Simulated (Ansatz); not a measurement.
# Relaxing h-BP hexagonal flake, H-capped, Sb on P sites (60 atoms), part 3 of 3

How does h-BP hexagonal flake, H-capped, Sb on P sites (60 atoms) relax, and what do bonds, charges and levels look like afterwards?

Ansatz 0.2.0; Kohn-Sham DFT, PBE, PAW (set soft_2), plane waves.

The cell: 15 P, 21 B, 6 Sb and 18 H. No spin–orbit coupling is included.

So far. Step 3 (Relaxation): The relaxation changed the energy by -293 meV/atom, and atoms moved by 0.51 Å r.m.s., 1.1 Å at most.

## (5) Single point at the relaxed geometry

The electronic structure is read at the final geometry, in a run of its own.

input.yaml

```yaml
crystal:
  lattice:
    - [27.43635, 0.0, 0.0]
    - [0.0, 25.29951, 0.0]
    - [0.0, 0.0, 10.0]
  atoms:
    - { symbol: P, position: [0.25177, 0.44567, 0.47322] }
    - { symbol: B, position: [0.21937, 0.50911, 0.46644] }
    - { symbol: P, position: [0.25898, 0.56677, 0.44298] }
    - { symbol: B, position: [0.31385, 0.29829, 0.50705] }
    [... 50 atom lines left out ...]
    - { symbol: H, position: [0.71432, 0.69029, 0.43185] }
    - { symbol: H, position: [0.54289, 0.81432, 0.45285] }
    - { symbol: H, position: [0.66078, 0.79272, 0.43723] }
    - { symbol: H, position: [0.75867, 0.39393, 0.50136] }
    - { symbol: H, position: [0.76308, 0.60227, 0.52525] }
    - { symbol: H, position: [0.81917, 0.49602, 0.52338] }
magnetization:
  spin_polarized: true
kpoints:
  mp_grid: { grid: [1, 1, 1] }
hamiltonian:
  xc: pbe
scf:
  occupations: { method: fermi_dirac, width: 0.05 }
  lower_state_search: "off"
output:
  forces: true
  populations: true
  dos:
    method: { smearing: { sigma: 0.08 } }
    de: 0.1
    projected:
      site_lists:
        B: [B]
        H: [H]
        P: [P]
        Sb: [Sb]
        sheet: [0, 1, 2, 3, 4, 5, 6, 7, 8, 9, 10, 11, 12, 13, 14, 15, 16, 17, 18, 19, 20, 21, 22, 23, 24, 25, 26, 27, 28, 29, 30, 31, 32, 33, 34, 35, 36, 37, 38, 39, 40, 41]
        hydrogen: [42, 43, 44, 45, 46, 47, 48, 49, 50, 51, 52, 53, 54, 55, 56, 57, 58, 59]
  eigenvalues: true
  write_density: true
  write_potential: true
  volumetric_format: npy
```

Launch:

```console
$ ansatz run input.yaml --threads 4 --pin off --max-ram 8192MiB --backend cpu --events-out ev --progress --plain --runs-dir out
```

Numbers of over 12 decimals in the logs are rounded to 6 here.

Log:

```text
[...]
Crystal: 60 atoms, lattice volume = 6941.262 Å³
Basis set: ecut = 420 eV, 135723 PW (Γ), exchange–correlation on 384×360×144 points (8 copies of the dense FFT grid, shifted against one another)
Bands: 184, of which v1, the nominal top of the filled ones, is band 123 counted from 1 (122 counted from 0)
Symmetry: 1 space group operations
[...]
k-points: 1
[...]
Starting moments: Σ|m| = 1.2 μB on 2 of 60 sites
[...]
SCF iter   1: F=—  HF=-53813.597962 eV  |F-HF|=—  |Δ(HF+E_count)|=         —  Δρ=1.44e-2 (↑1.44e-2 ↓1.44e-2)  dr2=7.49e1  dr2_m=5.52e-1  M=0.000 μB ∫|m|=0.164 μB  β_m=0.30  ethr=3.10e-3  ⟨swp⟩=8.0  Hψ=1912  notcnv=0  defer=63
[...]
SCF iter  18: F=-53790.178457 eV  HF=-53790.178457 eV  |F-HF|=1.46e-11  |Δ(HF+E_count)|=   2.15e-9  Δρ=5.50e-8 (↑4.67e-8 ↓5.50e-8)  dr2=4.31e-10  dr2_m=1.46e-10  M=-0.000 μB ∫|m|=0.000 μB  ethr=1.00e-12  ⟨swp⟩=6.0  Hψ=1822  notcnv=0
[...]
SCF 1 converged in 18 iterations: F = -53790.178457 eV  dr2 = 4.31e-10
[...]
WARN: The output density's exchange-correlation potential varies sharply where the density is thin. Do not read a vacuum level from v_tot or v_xc, or from such a field of the output density. On a cell that repeats whose density bears no net charge and no dipole along the vacuum's axis use v_es (v_loc + v_h of the components); [...]
SCF converged after 18 iterations
Magnetization: -0.0000 μB (123.0000 up, 123.0000 down)
Absolute magnetization: 0.0001 μB (∫|ρ↑−ρ↓|, with the PAW one-centre terms)
[...]
Per-site moments (μB) at R_I (Å): [(1.5862530653814296e-7, 0.582688), (-1.1528775370300195e-7, 0.492796), (1.3391536896418973e-7, 0.581836), (-9.143235517448907e-7, 0.494280), (2.2543526015545352e-7, 0.707041), [...]
Free energy (F): -53790.178457 eV
[...]
Internal energy: -53790.178456 eV  (E = F + TS)
E sigma→0 (E₀):  -53790.178457 eV
Entropy (-TS):   -0.000001 eV (-0.000 meV/atom)
Fermi energy:    -3.264465 eV
[...]
--- Forces (eV/Å), atoms counted from 1 ---
  atom   1  P      0.00803738    -0.00533943     0.00539637
  atom   2  B     -0.00925860     0.00691803    -0.00420488
  atom   3  P     -0.00115508    -0.00768877    -0.00091108
  atom   4  B      0.01519608     0.00036925     0.00394518
  atom   5  Sb    -0.00441360    -0.00172622     0.00165679
  atom   6  B     -0.00025288     0.00626199     0.00147045
  atom   7  Sb    -0.00749062    -0.00446711     0.00047572
  atom   8  B     -0.00192364    -0.00344364    -0.00438908
  atom   9  Sb    -0.00051620    -0.00057317     0.00048623
  atom  10  B     -0.00017964    -0.00545866     0.00242404
  atom  11  P      0.00089208     0.00410326    -0.00014023
  atom  12  B      0.00810733     0.00562637    -0.00122832
  atom  13  P     -0.00425200    -0.00081204     0.00114625
  atom  14  B      0.00212707     0.00104901     0.00432319
[...]
atom  59  H      0.00219501     0.00124644    -0.00083518
  atom  60  H      0.00146229    -0.00033227    -0.00147392
  max |Σ_I F_I| component: 1.22e-6 eV/Å
--- Band table (eV) ---
[...]
--- Löwdin populations: 60 sites ---
  site symbol       q [e]    m [muB]
     0      P      4.4921     0.0000
     1      B      3.4494    -0.0000
     2      P      4.5042     0.0000
[...]
59      H      0.9522    -0.0000
  spilling = 0.010646 (of n_electrons = 246.000000)
```

The job ended after 2.4 min (4 threads of Arm Neoverse V2, shared host; peak memory 6.3 GiB).

The program notes that the exchange-correlation potential is rough where the density is thin.

The run gave:

| Quantity | Value |
| --- | --- |
| free energy | -53790.1785 eV |
| free energy per atom | -896.5030 eV/atom |
| SCF cycles | 18 |
| r.m.s. force component | 0.00377 eV/Å |
| longest force | 0.0157 eV/Å |
| Fermi energy | -3.264 eV |
| gap (highest filled to lowest empty level) | 1.509 eV |
| spilling of the projection | 0.01065 |

Löwdin charges by element (they lack the spilled electrons, 0.044 e an atom on average):

```tsv
element	coordination	atoms	mean charge (e)	spread	least	most
B	all	21	-0.531	0.0628	-0.640	-0.449
H	all	18	0.0587	0.0509	-0.0671	0.109
P	all	15	0.577	0.0585	0.496	0.640
Sb	all	6	0.675	0.0744	0.552	0.735
```

By region:

```tsv
region	atoms	mean length of the force (eV/Å)
sheet	42	0.006
hydrogen	18	0.004
```

Density of states as counts of states in windows of 1 eV (from the Fermi level), total and the larger projections:

```tsv
from (eV)	to (eV)	total up	total down	sheet	B p	P p	Sb p	H s
-10	-9	3.2	3.2	6.0	1.3	0.3	0.1	0.4
-9	-8	4.1	4.1	7.1	0.7	3.3	0.1	0.8
-8	-7	8.0	8.0	13.3	1.7	5.4	0.9	2.3
-7	-6	6.0	6.0	9.4	2.4	3.8	0.6	2.3
-6	-5	6.6	6.6	10.5	4.7	3.3	0.7	2.5
-5	-4	11.0	11.0	18.7	8.6	7.3	1.6	3.1
-4	-3	12.8	12.8	22.8	11.3	8.3	2.5	2.4
-3	-2	11.2	11.2	21.4	9.6	7.0	4.3	0.8
-2	-1	10.1	10.1	19.8	6.6	7.7	4.8	0.2
-1	0	2.2	2.2	4.4	0.8	1.8	1.6	0.0
0	1	2.6	2.6	5.0	4.3	0.2	0.3	0.0
1	2	8.2	8.2	15.1	10.9	2.5	1.0	0.2
2	3	7.5	7.5	12.2	6.1	3.2	0.7	1.1
3	4	16.2	16.2	17.4	5.1	3.3	3.1	3.3
```

The curve was stored every 0.100 eV, coarse against its broadening of 0.08 eV, so these counts are rough.

Between -26 and -10 eV lie 36 more states.

The stored curve holds about 186 of the 246 electrons; the rest, give or take the few that broadening carries across the Fermi level, lie in deeper levels below its range.

The levels nearest the highest filled one (over half full), pooled over k-points and spins:

```tsv
level less the highest filled one (eV)	occupation
-0.257	1
-0.257	1
-0.134	1
-0.134	1
0	1
0	1
1.51	0
1.51	0
1.60	0
1.60	0
1.76	0
1.76	0
```

Electrostatic potential energy in the ab plane at fractional z = 0.520, with atoms of B and Sb and P and H within 0.2 Å of it. With pseudopotentials it is smooth inside the atoms' cores, unlike the true potential.

Values in eV, 13 rows by 16 columns, each cell a mean:
```
  1   1   1   1   1   1   1   1   1   1   1   1   1   1   1   1
  1   1   1   1   1   1   1   1   1   1   1   1   1   1   1   1
  1   1   1   1   1   1   1   1  -1 -10  -8  -8 -14   0  -3 -17
  1   1   1   1   1   1   1   0  -8 -26 -19 -20 -30 -13 -19 -12
  1   1   1   1   1   1  -1   0  -6 -28 -23 -22 -26  -8  -7 -12
  1   1   1   1   1   0  -6 -11 -14 -21  -7  -8 -36 -19 -29  -9
  1   1   1   1   0  -6 -15  -7  -7 -31 -25 -25 -19  -4  -5 -12
  1   1   1   1   1  -2 -24 -17 -21 -17  -3  -7 -34 -19 -27 -17
  1   1   1   1   1   1   0  -1 -12 -18  -7 -11 -11  -5 -12 -34
  1   1   1   1   1   1   1  -1 -19 -20  -8 -13 -18  -8 -11 -29
  1   1   1   1   1   1   1   1  -5 -18 -12 -11  -9   0   0 -12
  1   1   1   1   1   1   1   1   1   1   1   1   1   1   1   1
  1   1   1   1   1   1   1   1   1   1   1   1   1   1   1   1
```
Columns run along a (16.0 Å, from fractional 0.00 to 0.58 of the cell; values clipped at the 3rd and 97th percentile), rows up along b (25.3 Å). Atoms in or near the plane, at fractional coordinates: B at (0.31, 0.30), Sb at (0.35, 0.22), B at (0.43, 0.23), B at (0.32, 0.44), P at (0.46, 0.43), P at (0.36, 0.50), B at (0.42, 0.50), P at (0.46, 0.56), P at (0.36, 0.63), B at (0.43, 0.63), P at (0.46, 0.69), B at (0.42, 0.76), B at (0.54, 0.30), P at (0.58, 0.24) and more.

Valence density in the ab plane at fractional z = 0.520, with atoms of B and Sb and P and H within 0.2 Å of it. It is the smooth field of the valence electrons, not physical close to the nuclei.

Ten steps, logarithmic in the rise over the least value, from '0' (0 e/Å³) to '9' (11 e/Å³), each cell a mean:
```
00000000000000000000000000000000000000000000
00000000000000000000000000000000000000000000
00000000000000000000000000000000000000000000
00000000000000000000011000000000000000000000
00002332111134421001234432111110000000000000
00012343444444421011346654443332100000000000
01123444333344433333333222234443321000000000
12333443211234334443332211123433332100000000
00112443344444432111233333344443210001100000
22223443333344433223333322234443322345420000
33334443211234334444443211123433444444321000
21123443344444432222333322334443222344334431
33334443333344432222333222233443222344334431
44443432111234334444443211123444444444310000
11123443222334432223444333333332212344310000
01123444322333321112344333333332110000000000
23444432111123443334444321112333211000000000
12234443222233333222344433433332100000000000
00124799644434421000134434433332100000000000
00012455322223321000123321001111000000000000
00000000000000000000000000000000000000000000
00000000000000000000000000000000000000000000
00000000000000000000000000000000000000000000
00000000000000000000000000000000000000000000
```
Columns run along a (16.0 Å, from fractional 0.27 to 0.85 of the cell), rows up along b (25.3 Å). Atoms in or near the plane, at fractional coordinates: B at (0.31, 0.30), Sb at (0.35, 0.22), B at (0.43, 0.23), B at (0.32, 0.44), P at (0.46, 0.43), P at (0.36, 0.50), B at (0.42, 0.50), P at (0.46, 0.56), P at (0.36, 0.63), B at (0.43, 0.63), P at (0.46, 0.69), B at (0.42, 0.76), B at (0.54, 0.30), P at (0.58, 0.24) and more.

Mean Löwdin charges: B -0.53, H +0.06, P +0.58, Sb +0.67 e (they miss 1.1 % of the electrons, so they add up to more than the cell's charge). The largest share in the top eV of filled states is P p (41 % of the projected weight), and in the lowest eV of empty states B p (77 % of the projected weight).

The surroundings of Sb7, one of the 6 Sb atoms, nearest first, numbered as they follow in the input and with coordinates relative to it.

```tsv
atom	x	y	z	distance (Å)	bonds	Löwdin charge (e)
Sb7	0.00	0.00	0.00	0.00	3	0.73
B6	-1.02	-1.71	-0.87	2.17	3	-0.50
B10	-1.06	1.88	-0.35	2.18	3	-0.63
B22	2.08	0.16	-0.68	2.19	3	-0.61
H48	-0.37	-2.65	-1.20	2.93	1	0.09
P27	2.77	1.85	-0.99	3.48	3	0.64
P23	3.18	-1.31	-0.66	3.50	3	0.53
P11	-0.15	3.46	-0.66	3.52	3	0.62
H52	2.54	-2.56	-0.56	3.65	1	0.05
Sb9	-3.22	1.81	-0.03	3.69	3	0.72
Sb5	-3.19	-1.90	-0.63	3.76	3	0.59
```

The column of bonds counts only the pairs B-H within 1.44 Å, B-P within 2.27 Å, B-Sb within 2.62 Å, H-P within 1.73 Å, H-Sb within 2.12 Å; other neighbours, such as metal atoms beside each other in a compound, aren't counted, and periodic images can show an atom twice.

## (6) What came out

```
energy change in the relaxation                  : -292.8 meV/atom
r.m.s. displacement                              : 0.509 Å
largest displacement                             : 1.101 Å
free energy per atom                             : -896.5030 eV/atom
r.m.s. force component                           : 0.00377 eV/Å
gap (highest filled to lowest empty level) : 1.509 eV
wall time of the 3 DFT runs                      : 23 min
```

In words: Relaxation lowers the energy by 293 meV/atom and moves atoms by 0.51 Å r.m.s.; the r.m.s. force component goes from 2.2 to 0.0038 eV/Å, and the gap from 1.57 to 1.51 eV. By the final cutoffs no bond was broken or made. First to last step the energy falls by 17.570 eV; the largest move, 1.10 Å, is that of Sb35. The B-Sb bonds go from 1.855 Å (spread 0.033) to 2.187 Å (spread 0.015). By these cutoffs all B atoms have 3, all H atoms have 1, all P atoms have 3 and all Sb atoms have 3 bonded neighbours. The highest filled and lowest empty levels differ by 1.51 eV (at Γ alone); a semilocal functional tends to put such gaps too low.

**Limits.** In the spin-polarised runs the search for a state of lower energy was switched off. The run was spin polarised, started with 2 parallel moments, ending at 0.0 μB in the cell; the starting moments vanished.

[Logs are printed without paths, hosts, clocks, repeated set-up lines and the standing remarks that a program may print on its own settings, such as how far it seeks lower states.]

[Hosts, paths, dates, database ids (printed as entryN), source tags and the programs' standing remarks are cut or masked in the printed files.]
